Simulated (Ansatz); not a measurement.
In doubt: masses and optical values from hybrid runs of this build are listed as unsure, which bears on the screening that GW takes from such a start.

Rows from a G0W0 calculation on SrTiO3 (I4/mcm) (Ansatz 0.2.0; G0W0 on HSE06, plane waves, PAW; 4×4×4 mesh, 268 empty bands, screening to 100 eV), in eV. Spin-orbit coupling is left out.

```
row      Σx     Σc     Vxc     Z
  A  -12.02  -5.82  -18.66  0.78
  B  -26.13   4.43  -22.11  0.77
  C  -26.14   4.43  -22.13  0.77
  D  -12.02  -5.82  -18.65  0.78
```

**Question.** Which rows are filled states and which are empty ones, and how can one tell?

Filled: B and C. Empty: A and D. The sign of Σc tells: for a filled state bare exchange, which holds its interaction with itself, lies below Vxc (Σx − Vxc is -4.0 eV or lower here) and screening gives part back as a positive Σc. For an empty state Σx lies above Vxc (+6.6 eV or more) and the Coulomb hole leaves Σc negative.

[Paths, hosts, dates, memory and timing lines, banners, echoed tables and standing remarks are left out of the program output.]

[Logs are printed without paths, hosts, clocks, repeated set-up lines and the standing remarks that a program may print on its own settings, such as how far it seeks lower states.]

[Runs of the session that timed out or met a known fault of the program may be left out.]

[Cells called generated may have been cut or substituted from an entry of the Crystallography Open Database or the Materials Project.]

[Hosts, paths, dates, database ids (printed as entryN), source tags and the programs' standing remarks are cut or masked in the printed files.]
